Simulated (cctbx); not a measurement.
**Lattice, Laue class and space group of a new crystal**

Cell: a = 5.8470 Å, b = 5.8470 Å, c = 12.5050 Å, α = 90.00°, β = 90.00°, γ = 90.00°. Expected content of the cell: Te8 Fe4 Mg2.

The data are simulated with cctbx, not measured: Mo Kα, λ = 0.71073 Å, to d = 0.6 Å, 80 % of the full sphere, strongest reflection 5000 counts, noise from counting, a 4 % proportional error and a noise floor of 4 counts (s.d.); no absorption, some extinction.

Tests on the unmerged data give:

```text
6665 reflections to d = 0.600 A
centring   violations  <I/sigma> of those
    A       1402 of  3340      4.5
    B       1390 of  3355      4.5
    C       1516 of  3359      4.7
    I          0 of  3305     -0.0
    R       1822 of  4450      4.4
    F       2154 of  5027      4.6
Laue class    unique    Rint  (classes that these axes allow; Friedel mates merged)
I 1 2/m 1        1111   0.050
I 1 1 2/m        1076   0.052
I 2/m 1 1        1113   0.051
I m m m           619   0.055
I 4/m             544   0.055
I 4/m m m         342   0.057
space group    extra absences  I>4sigma  <I/sigma>
I 4 2 2                 0          0         -  acentric
I 4 m m                 0          0         -  acentric
I -4 m 2                0          0         -  acentric
I -4 2 m                0          0         -  acentric
I 4/m m m               0          0         -  centric
Wilson B = 1.41 A^2   <|E^2-1|> = 0.591 (0.968 centric, 0.736 acentric)   E^2>4: 0.0 %
shell (A)         n   <I/sigma>
 6.25 - 1.20     54     36.9
 1.20 - 0.95     45     33.6
 0.95 - 0.83     39     29.9
 0.83 - 0.76     45     25.2
 0.76 - 0.70     40     22.3
 0.70 - 0.66     40     19.0
 0.66 - 0.63     37     16.1
 0.63 - 0.60     42     16.3
```

**Question.** What are the lattice type, the Laue class and the likely space group?

The reflections that I centring forbids are absent (⟨I/σ⟩ near 0), so the lattice is I.

Rint stays low (0.050 to 0.057) up to I 4/m m m, the highest class in these axes.

5 settings pass the absence test. No glide or screw absences show, which leaves I 4 2 2, I 4 m m, I -4 m 2, I -4 2 m and I 4/m m m.

⟨|E²−1|⟩ = 0.591 leans to a non-centrosymmetric structure, or to twinning, which lowers it. The Wilson B of 1.41 Å² means U ≈ 0.0179 Å².

The true group is I-42m (no. 121), Laue class 4/mmm, non-centrosymmetric. The tables only narrow the choice to the tied entries; cell content, site symmetry and trial solutions must settle it.

The model was made for the exercise: a known structure type with other elements put in, its volume estimated, not relaxed; displacement parameters are assumed.

[Logs are printed without paths, hosts, clocks, repeated set-up lines and the standing remarks that a program may print on its own settings, such as how far it seeks lower states.]
